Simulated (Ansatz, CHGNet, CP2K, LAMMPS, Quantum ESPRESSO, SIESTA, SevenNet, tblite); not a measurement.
**Zn2+ BF4- in dimethoxyethane and tetrahydrofuran at 400 K (85 atoms) in SIESTA**

Wanted: SIESTA inputs and outputs for Zn2+ BF4- in dimethoxyethane and tetrahydrofuran at 400 K (85 atoms), checked against a plane-wave reference.

Program: SIESTA 5.4.2. Level of theory: the method is named at each step. Results are calculated unless marked as measured.

## Step 1: The structure

The cell holds 85 atoms: 20 C, 8 O, 46 H, 2 B, 8 F and 1 Zn. Its edges and angles: a = 9.806 Å, b = 9.806 Å, c = 9.806 Å, α = 90.0°, β = 90.0°, γ = 90.0°. 3 dimethoxyethane, 2 tetrahydrofuran, 1 Zn2+, 2 BF4- placed at random, at 1.15 g/cm³; overlaps pushed apart, then 10 ps at 550 K with stiff harmonic cages for PF6 and BF4 with UFF radii; divalent ions of Li, Roberts, Chakravorty and Merz (J. Chem. Theory Comput. 9, 2733 (2013)); MMFF94 bonds, angles, torsions, charges and radii (Halgren, J. Comput. Chem. 17, 490 (1996)) in harmonic and 12-6 forms; charges of ions scaled by 0.8. Snapshot after 30 ps at 400 K and fixed volume.

The yardstick, on the same geometry:

```
method                                           : Kohn-Sham DFT, PBE, PAW, plane waves (Ansatz 0.2.0); cutoff 420 eV, Γ point, fermi-dirac smearing of 0.05 eV; PAW set soft_2
r.m.s. force component                           : 1.049 eV/Å
longest force                                    : 4.128 eV/Å
pressure                                         : 5.547 GPa
gap (highest filled to lowest empty level) : 3.958 eV
SCF cycles                                       : 10
time                                             : 6.2 s on 4 threads of Arm Neoverse V2, shared host
CPU time                                         : 23 s
```

## Step 2: PBE, DZP, shift 0.01 Ry, mesh 500 Ry

Method: Kohn-Sham DFT, PBE, PseudoDojo 0.4.1 norm-conserving pseudopotentials (converted to PSML), numerical atomic orbitals (DZP), diagonalisation.

The .psml files are PseudoDojo norm-conserving potentials that we converted to this format, checked against plane waves on the same files for H, C, O, Si, Ge and Ca alone.

input.fdf

```
SystemLabel cell
NumberOfAtoms 85
NumberOfSpecies 6
%block ChemicalSpeciesLabel
  1 6 C
  2 8 O
  3 1 H
  4 5 B
  5 9 F
  6 30 Zn
%endblock ChemicalSpeciesLabel
LatticeConstant 1.0 Ang
%block LatticeVectors
  9.80591 0.00000 0.00000
  0.00000 9.80591 0.00000
  0.00000 0.00000 9.80591
%endblock LatticeVectors
PAO.BasisSize DZP
PAO.EnergyShift 0.01 Ry
XC.Functional GGA
XC.Authors PBE
MeshCutoff 500 Ry
%block kgrid_Monkhorst_Pack
  1 0 0 0.0
  0 1 0 0.0
  0 0 1 0.0
%endblock kgrid_Monkhorst_Pack
SolutionMethod diagon
OccupationFunction FD
ElectronicTemperature 580 K
SCF.Mixer.Method Pulay
SCF.Mixer.Weight 0.15
SCF.Mixer.History 8
SCF.Mix Hamiltonian
MaxSCFIterations 300
SCF.DM.Tolerance 1e-04
SCF.H.Tolerance 1.0e-3 eV
WriteForces T
Write.HirshfeldPop T
Write.VoronoiPop T
Write.DM F
Write.H F
XML.Write F
AtomicCoordinatesFormat Fractional
%block AtomicCoordinatesAndAtomicSpecies
  0.49430 0.67028 0.91503 1
  0.58372 0.77174 0.96257 2
  0.50089 0.88437 0.02352 1
  0.57155 0.00591 0.98123 1
  0.71746 0.98636 0.99960 2
  0.78197 0.11199 0.96926 1
  0.54233 0.60830 0.84135 3
  0.42789 0.73004 0.85200 3
  0.43436 0.60009 0.98857 3
  0.39539 0.89933 0.99091 3
  0.50995 0.86561 0.12651 3
  0.54515 0.03307 0.88058 3
  0.55318 0.09449 0.05131 3
  0.83564 0.10418 0.87344 3
  0.70382 0.19674 0.97063 3
  0.85987 0.13501 0.04880 3
  0.05630 0.91621 0.05673 1
  0.96201 0.86849 0.96166 2
  0.01264 0.86643 0.82422 1
  0.90581 0.83142 0.71858 1
  0.77047 0.85350 0.77736 2
  0.67268 0.83325 0.67067 1
  0.01421 0.90513 0.15628 3
  0.07455 0.02425 0.03998 3
  0.15344 0.85902 0.04729 3
  0.04922 0.96868 0.80863 3
  0.10066 0.79777 0.80806 3
  0.92425 0.89683 0.63411 3
  0.91493 0.72689 0.66609 3
  0.69200 0.90287 0.58982 3
  0.67722 0.72228 0.66129 3
  0.57043 0.85800 0.70423 3
  0.00455 0.19451 0.45575 1
  0.90856 0.12672 0.53993 2
  0.77652 0.14688 0.50542 1
  0.73089 0.29282 0.53262 1
  0.59376 0.30550 0.48507 2
  0.59857 0.32633 0.33836 1
  0.11215 0.16437 0.46741 3
  0.99244 0.30386 0.47890 3
  0.96863 0.16639 0.35109 3
  0.74163 0.10843 0.39931 3
  0.71331 0.09008 0.57943 3
  0.73482 0.29877 0.64401 3
  0.79899 0.37343 0.48300 3
  0.50032 0.36132 0.30696 3
  0.69313 0.37253 0.30074 3
  0.59040 0.22951 0.28914 3
  0.25766 0.61918 0.41488 1
  0.15933 0.51635 0.34874 1
  0.13136 0.58414 0.21783 1
  0.25743 0.65288 0.18418 2
  0.30067 0.71384 0.30822 1
  0.21542 0.67540 0.50009 3
  0.33328 0.55961 0.46302 3
  0.06416 0.49271 0.40280 3
[... 25 atom lines left out ...]
  0.82157 0.63559 0.95440 5
  0.76755 0.43948 0.84640 5
  0.95569 0.53552 0.79706 5
  0.78137 0.81120 0.96366 6
%endblock AtomicCoordinatesAndAtomicSpecies
```

Run with:

```console
$ OMP_NUM_THREADS=1 mpirun -np 2 siesta < input.fdf > output.txt
```

The log of the run:

```text
Version         : 5.4.2
reinit: System Name:
reinit: System Label: cell
initatom: Reading input for the pseudopotentials and atomic orbitals ----------
Species number:   1 Atomic number:    6 Label: C
Species number:   2 Atomic number:    8 Label: O
Species number:   3 Atomic number:    1 Label: H
Species number:   4 Atomic number:    5 Label: B
Species number:   5 Atomic number:    9 Label: F
Species number:   6 Atomic number:   30 Label: Zn
Ground state valence configuration (from tables):   2s02  2p02  3d00  4f00
Ground state valence configuration (from tables):   2s02  2p04  3d00  4f00
Ground state valence configuration (from tables):   1s01  2p00  3d00  4f00
Ground state valence configuration (from tables):   2s02  2p01  3d00  4f00
Ground state valence configuration (from tables):   2s02  2p05  3d00  4f00
Ground state valence configuration (from tables):   4s02  4p00  3d10  4f00
---- Processing specs for species: C
GGA--PBE XC_GGA_X_PBE--XC_GGA_C_PBE pb
---- Processing specs for species: O
GGA--PBE XC_GGA_X_PBE--XC_GGA_C_PBE pb
---- Processing specs for species: H
GGA--PBE XC_GGA_X_PBE--XC_GGA_C_PBE pb
---- Processing specs for species: B
GGA--PBE XC_GGA_X_PBE--XC_GGA_C_PBE pb
---- Processing specs for species: F
GGA--PBE XC_GGA_X_PBE--XC_GGA_C_PBE pb
---- Processing specs for species: Zn
GGA--PBE XC_GGA_X_PBE--XC_GGA_C_PBE pb
Semicore shell(s) with  8 electrons included in the valence for Zn
Semicore shell(s): 3s 3p
Fallback to non-perturbative polarization scheme for Zn
Please see the manual if this is not desired in principle
C pseudopotential only contains V_ls up to l=1 -- lmxkb reset.
O pseudopotential only contains V_ls up to l=2 -- lmxkb reset.
H pseudopotential only contains V_ls up to l=1 -- lmxkb reset.
B pseudopotential only contains V_ls up to l=1 -- lmxkb reset.
F pseudopotential only contains V_ls up to l=2 -- lmxkb reset.
Zn pseudopotential only contains V_ls up to l=2 -- lmxkb reset.
Using PAO.SplitTailNorm
[... lines left out ...]
Total number of electrons:   256.000000
[... lines left out ...]
outcell: Cell volume (Ang**3)        :    942.8958
Gamma-point calculation with multiply-connected orbital pairs
Gamma-point calculation with multiply-connected orbital pairs
Folding of H and S implicitly performed
Folding of H and S implicitly performed
new_DM -- step:     1
Initializing Density Matrix...
Attempting to read DM from file... Failed...
DM filled with atomic data:
InitMesh: MESH = 144 x 144 x 144 = 2985984
InitMesh: Mesh cutoff (required, used) =   500.000   596.007 Ry
stepf: Fermi-Dirac step function
        iscf     Eharris(eV)        E_KS(eV)     FreeEng(eV)     dDmax    Ef(eV) dHmax(eV)
   scf:    1   -17516.896122   -18366.706853   -18366.900056  1.886835 -1.031886160.847966
   scf:    2   -18800.013383   -18804.335254   -18804.335254  1.235614 -3.889840 22.098485
   scf:    3   -18812.244126   -18808.491384   -18808.491384  0.092132 -4.408075 16.274631
   scf:    4   -18814.912416   -18813.000876   -18813.000876  0.276905 -4.315178  1.245719
[...]
scf:   11   -18813.311283   -18813.311280   -18813.311280  0.000207 -3.914782  0.003128
   scf:   12   -18813.311281   -18813.311281   -18813.311281  0.000051 -3.915450  0.000518
SCF Convergence by DM+H criterion
max |DM_out - DM_in|         :     0.0000511168
max |H_out - H_in|      (eV) :     0.0005177798
SCF cycle converged after 12 iterations
Using DM_out to compute the final energy and forces
siesta: E_KS(eV) =           -18813.3113
siesta: E_KS - E_eggbox =    -18813.3113
siesta: Atomic forces (eV/Ang):
     1   -1.353586   -0.732287    0.641358
     2   -2.626836    0.314889    0.937146
     3    0.925256   -1.334665   -1.643262
[...]
84    2.250489    0.189312    0.211192
    85   -1.499305    0.356131   -0.744167
----------------------------------------
   Tot   -0.001512    0.002785    0.004528
----------------------------------------
   Max    3.671219
   Res    1.174803    sqrt( Sum f_i^2 / 3N )
----------------------------------------
   Max    3.671219    constrained
Stress tensor Voigt[x,y,z,yz,xz,xy] (kbar):      -55.86      -79.96      -84.90        8.08       -0.82        2.00
(Free)E + p*V (eV/cell)   -18770.0122
Target enthalpy (eV/cell)   -18813.3113
siesta: Program's energy decomposition (eV):
siesta: Ebs     =     -4196.636124
siesta: Eions   =     27880.363128
siesta: Ena     =      4724.741515
siesta: Ekin    =     11614.970838
siesta: Enl     =     -2700.369121
siesta: DEna    =      -173.347480
siesta: DUscf   =        27.716392
siesta: Ex      =     -4126.734268
siesta: Ec      =      -299.926028
siesta: Exc     =     -4426.660297
siesta: Eharris =    -18813.311281
siesta: Etot    =    -18813.311281
siesta: FreeEng =    -18813.311281
siesta: Final energy (eV):
siesta:  Band Struct. =   -4196.636124
siesta:       Kinetic =   11614.970838
siesta:       Hartree =   15860.176976
siesta:         Exch. =   -4126.734268
siesta:         Corr. =    -299.926028
siesta:   Exch.-corr. =   -4426.660297
siesta:  Ion-electron =  -42517.885435
siesta:       Ion-ion =     656.086637
siesta:         Total =  -18813.311281
siesta:         Fermi =      -3.915450
siesta: Stress tensor (static) (eV/Ang**3):
siesta:    -0.034867    0.001247   -0.000515
siesta:     0.001247   -0.049904    0.005044
siesta:    -0.000515    0.005043   -0.052993
siesta: Cell volume =        942.895816 Ang**3
siesta: Pressure (static):
siesta:                Solid            Molecule  Units
siesta:           0.00050015          0.00051298  Ry/Bohr**3
siesta:           0.04592134          0.04709966  eV/Ang**3
siesta:          73.57409842         75.46196848  kBar
    Orbital volume contribution        =          23.563192 eV
    (Free)E + p_basis*V_orbitals       =      -18789.748088 eV
    (Free)Eharris+ p_basis*V_orbitals  =      -18789.748088 eV
Hirshfeld Atomic Populations:
Atom #   charge [q] valence [e]  Species
     1    -0.020816    4.020816  C
     2    -0.070658    6.070658  O
     3     0.021887    3.978113  C
     4     0.014421    3.985579  C
     5    -0.078409    6.078409  O
[...]
7     0.025576    0.974424  H
     8     0.014789    0.985211  H
     9     0.035125    0.964875  H
[...]
18    -0.061669    6.061669  O
[...]
75     0.108948    2.891052  B
    76    -0.130434    7.130434  F
    77    -0.171489    7.171489  F
    78    -0.197956    7.197956  F
[...]
80     0.118272    2.881728  B
[...]
85     0.788165   19.211835  Zn
--------------------
 Total     0.000000
Voronoi Atomic Populations:
Atom #   charge [q] valence [e]  Species
[...]
52    -0.134848    6.134848  O
[...]
64     0.070648    3.929352  C
    65    -0.135071    6.135071  O
    66     0.063313    3.936687  C
[...]
73    -0.007475    1.007475  H
    74    -0.010083    1.010083  H
    75     0.189575    2.810425  B
[...]
80     0.193164    2.806836  B
[...]
83    -0.221891    7.221891  F
    84    -0.191218    7.191218  F
    85     0.866399   19.133601  Zn
--------------------
 Total     0.000000
```

Elapsed: 89 s, on 2 MPI ranks of Arm Neoverse V2, shared host; peak memory 1.7 GiB.

Banners, paths, timers and routine set-up lines are dropped from the logs unmarked, and long logs keep their key lines alone; longer cuts are marked.

Numbers from this run, and their distance from the reference:

* r.m.s. force component: 1.175 eV/Å
* r.m.s. difference of force components: 340.6 meV/Å
* longest difference of force vectors: 961.7 meV/Å
* force difference over r.m.s. force: 32.45 %
* slope of forces against the reference's: 1.074
* correlation of force components: 0.9593
* gap (highest filled to lowest empty level): 4.251 eV
* gap difference: 0.293 eV
* pressure: 7.357 GPa
* pressure difference: 1.81 GPa

This run lies far from the reference in forces at the same functional. Basis and potentials both differ; the latter hold 256 valence electrons against the reference's 248.

Length of the force difference by element (eV/Å):

```csv
element,atoms,mean,most
B,2,0.13,0.18
C,20,0.48,0.78
F,8,0.35,0.51
H,46,0.70,0.96
O,8,0.26,0.36
Zn,1,0.19,0.19
```

Levels nearest the highest filled one (eV from it): -2.26, -2.16, -2.07, -2.05, -2.01, -1.97, -1.75, -1.72, -1.14, -0.68, -0.47, 0.00, 4.25, 4.70, 4.89, 5.42, 5.48, 5.62, 5.67, 5.87, 5.98, 6.14, 6.29, 6.38.

The surroundings of B75, picked at random, nearest first, numbered as they follow in the input and with coordinates relative to it.

| atom | x | y | z | distance (Å) | bonds | Hirshfeld charge (e) | Fx | Fy | Fz (eV/Å) |
| --- | --- | --- | --- | --- | --- | --- | --- | --- | --- |
| B75 | 0.00 | 0.00 | 0.00 | 0.00 | 4 | 0.11 | 1.03 | 0.64 | 2.42 |
| F79 | -0.87 | -1.01 | 0.35 | 1.38 | 1 | -0.16 | -0.71 | -0.29 | -0.58 |
| F77 | -0.47 | 1.29 | 0.34 | 1.42 | 1 | -0.17 | -0.50 | -0.04 | -0.31 |
| F76 | 0.32 | 0.04 | -1.40 | 1.44 | 2 | -0.13 | 0.33 | -0.89 | 3.67 |
| F78 | 1.20 | -0.19 | 0.79 | 1.45 | 1 | -0.20 | -0.02 | -0.06 | -0.86 |
| H11 | -2.42 | 0.89 | -1.58 | 3.03 | 1 | 0.03 | -0.10 | -0.35 | 3.53 |
| H23 | 2.52 | 1.28 | -1.29 | 3.11 | 1 | 0.04 | -0.76 | -0.44 | 1.67 |
| H58 | 2.86 | -1.16 | -0.63 | 3.15 | 1 | 0.01 | -0.97 | 0.73 | 0.30 |
| Zn85 | 0.24 | 0.35 | -3.18 | 3.21 | 6 | 0.79 | -1.50 | 0.36 | -0.74 |
| H30 | -0.64 | 1.25 | 2.96 | 3.28 | 1 | 0.04 | 0.69 | 0.38 | -1.94 |

Forces lie 32 % from the reference's, at 7.6 times its CPU time (on 2 against 4 cores).

## Step 3: RPBE, PBE potentials, DZP, shift 0.01 Ry, mesh 500 Ry

Method: Kohn-Sham DFT, RPBE, PseudoDojo 0.4.1 norm-conserving pseudopotentials (converted to PSML), numerical atomic orbitals (DZP), diagonalisation.

input.fdf, as its differences from that of step 2:

```diff
@@ -20,3 +20,3 @@
 XC.Functional GGA
-XC.Authors PBE
+XC.Authors RPBE
 MeshCutoff 500 Ry
```

The log of the run:

```text
Version         : 5.4.2
reinit: System Name:
reinit: System Label: cell
initatom: Reading input for the pseudopotentials and atomic orbitals ----------
Species number:   1 Atomic number:    6 Label: C
Species number:   2 Atomic number:    8 Label: O
Species number:   3 Atomic number:    1 Label: H
Species number:   4 Atomic number:    5 Label: B
Species number:   5 Atomic number:    9 Label: F
Species number:   6 Atomic number:   30 Label: Zn
Ground state valence configuration (from tables):   2s02  2p02  3d00  4f00
Ground state valence configuration (from tables):   2s02  2p04  3d00  4f00
Ground state valence configuration (from tables):   1s01  2p00  3d00  4f00
Ground state valence configuration (from tables):   2s02  2p01  3d00  4f00
[... lines left out ...]
        iscf     Eharris(eV)        E_KS(eV)     FreeEng(eV)     dDmax    Ef(eV) dHmax(eV)
[... lines left out ...]
SCF Convergence by DM+H criterion
[... lines left out ...]
SCF cycle converged after 12 iterations
[... lines left out ...]
   Max    3.871038
[... lines left out ...]
   Max    3.871038    constrained
Stress tensor Voigt[x,y,z,yz,xz,xy] (kbar):      -64.74      -88.86      -93.10        8.68       -0.97        1.63
[... lines left out ...]
siesta: FreeEng =    -18832.741536
[... lines left out ...]
siesta:         Fermi =      -3.199939
siesta: Stress tensor (static) (eV/Ang**3):
siesta:    -0.040407    0.001014   -0.000605
siesta:     0.001014   -0.055459    0.005419
siesta:    -0.000605    0.005419   -0.058106
siesta: Cell volume =        942.895816 Ang**3
siesta: Pressure (static):
siesta:                Solid            Molecule  Units
siesta:           0.00055899          0.00058775  Ry/Bohr**3
siesta:           0.05132398          0.05396515  eV/Ang**3
siesta:          82.23007702         86.46169786  kBar
    Orbital volume contribution        =          23.591517 eV
    (Free)E + p_basis*V_orbitals       =      -18809.150019 eV
    (Free)Eharris+ p_basis*V_orbitals  =      -18809.150019 eV
Hirshfeld Atomic Populations:
Atom #   charge [q] valence [e]  Species
     1    -0.016461    4.016461  C
     2    -0.071683    6.071683  O
     3     0.025128    3.974872  C
     4     0.017685    3.982315  C
     5    -0.079218    6.079218  O
[...]
7     0.025160    0.974840  H
     8     0.013143    0.986857  H
     9     0.034092    0.965908  H
[...]
18    -0.062433    6.062433  O
[...]
75     0.110577    2.889423  B
    76    -0.131522    7.131522  F
    77    -0.173736    7.173736  F
    78    -0.200220    7.200220  F
[...]
80     0.119374    2.880626  B
[...]
85     0.792371   19.207629  Zn
--------------------
 Total     0.000002
Voronoi Atomic Populations:
Atom #   charge [q] valence [e]  Species
[...]
52    -0.137314    6.137314  O
[...]
64     0.074468    3.925532  C
    65    -0.137420    6.137420  O
    66     0.066802    3.933198  C
[...]
73    -0.008708    1.008708  H
    74    -0.011421    1.011421  H
    75     0.191991    2.808009  B
[...]
80     0.195402    2.804598  B
[...]
83    -0.224469    7.224469  F
    84    -0.193498    7.193498  F
    85     0.869080   19.130920  Zn
--------------------
 Total     0.000002
```

Wall time 90 s (2 MPI ranks); peak memory 1.7 GiB.

Numbers from this run, and their distance from the reference:

```
r.m.s. force component                           : 1.178 eV/Å
r.m.s. difference of force components            : 297.3 meV/Å
longest difference of force vectors              : 839.8 meV/Å
force difference over r.m.s. force               : 28.33 %
slope of forces against the reference's          : 1.09
correlation of force components                  : 0.971
gap (highest filled to lowest empty level) : 4.373 eV
gap difference                                   : 0.4148 eV
pressure                                         : 8.223 GPa
pressure difference                              : 2.676 GPa
```

Against the first run (32 %), the force difference from the reference is 28 %, at 1.0 times the CPU time; another functional landing nearer a PBE reference means that errors partly cancel.

## Step 4: Side by side

Differences are against the plane-wave reference, forces as r.m.s. over components; share is that over the reference's r.m.s. force, slope the least-squares factor from reference forces to these. Total energies of different programs have different zeros and aren't compared.

```
                                                         run  Δ force, r.m.s. (meV/Å)  share (%)  slope  Δ pressure (GPa)  Δ gap (eV)  cores  CPU time  memory (GiB)
                                                   reference                        -          -      -                 -           -      4      23 s           1.0
                 SIESTA PBE, DZP, shift 0.01 Ry, mesh 500 Ry                      341       32.5  1.074              1.81       0.293      2     3 min           1.7
SIESTA RPBE, PBE potentials, DZP, shift 0.01 Ry, mesh 500 Ry                      297       28.3  1.090              2.68       0.415      2     3 min           1.7
```

CPU time is summed over cores on a shared host, where runs went side by side, so it is rough. Symmetry, cutoffs, thresholds, outputs and thread counts weren't matched or tuned between programs; memory under MPI is the largest rank's times the ranks.

Mean charges by element (e), by run and scheme:

```csv
run,scheme,C,O,H,B,F,Zn
reference,Löwdin,-0.16,-0.37,+0.19,+0.89,-0.39,+1.59
"SIESTA PBE, DZP, shift 0.01 Ry, mesh 500 Ry",Hirshfeld,-0.01,-0.09,+0.02,+0.11,-0.16,+0.79
"SIESTA RPBE, PBE potentials, DZP, shift 0.01 Ry, mesh 500 Ry",Hirshfeld,0.00,-0.09,+0.02,+0.12,-0.16,+0.79
```

The reference's Löwdin charges lack the electrons that the projection spills, 0.035 e an atom on average.

## Step 5: What came out

```yaml
nearest_in_forces: SIESTA RPBE, PBE potentials, DZP, shift 0.01 Ry, mesh 500 Ry, 28 %
its_cpu_time: 3 min
```

The PBE run in local orbitals differs by 32 % (SIESTA PBE, DZP, shift 0.01 Ry, mesh 500 Ry); basis, grid and potentials can all enter. Rows with another functional or a dispersion term differ by 28 % (SIESTA RPBE, PBE potentials, DZP, shift 0.01 Ry, mesh 500 Ry), which mixes the change of model with differences of basis and potentials, some of them made for another functional. None of the electronic-structure runs in the table takes under half the reference's CPU time of 23 s; they take 7.6 to 7.7 times as much. At the same functional, the gap of SIESTA PBE, DZP, shift 0.01 Ry, mesh 500 Ry lies 0.29 eV above the reference's 3.96 eV. In pressure, SIESTA PBE, DZP, shift 0.01 Ry, mesh 500 Ry misses by +1.8 GPa, at the same functional. Charges hang on scheme and program or settings: among these rows the mean for Zn runs from +0.79 to +1.59 e. With short bonds to hydrogen, sets of potentials differ among themselves by several per cent in forces even at converged cutoffs, so the reference isn't exact here either. The potentials hold different valence shells: 248 electrons in the reference, 256 in SIESTA; this bears on time and differences. The network of contacts between molecules at the start is that of the classical potential that made the cell, and needn't be the one that DFT or experiment would give. The reference's PBE has no dispersion term, which matters for the binding between molecules or layers. The density was typed from a rule of thumb and may lie off the real one at this temperature. The electronic-structure runs sample only Γ, in a cell whose shortest periodic width is 10 Å.

[Also dropped from logs without a mark: logging warnings of Python, and SIESTA's first energy breakdown and zero terms.]

[Logs are printed without paths, hosts, clocks, repeated set-up lines and the standing remarks that a program may print on its own settings, such as how far it seeks lower states.]

[Hosts, paths, dates, database ids (printed as entryN), source tags and the programs' standing remarks are cut or masked in the printed files.]

[The MMFF94 radii named for the starting cell were scaled by 0.96; in molecules described by MMFF94, hydrogen bound to N, O or S took a small fixed 12-6 site in their place.]
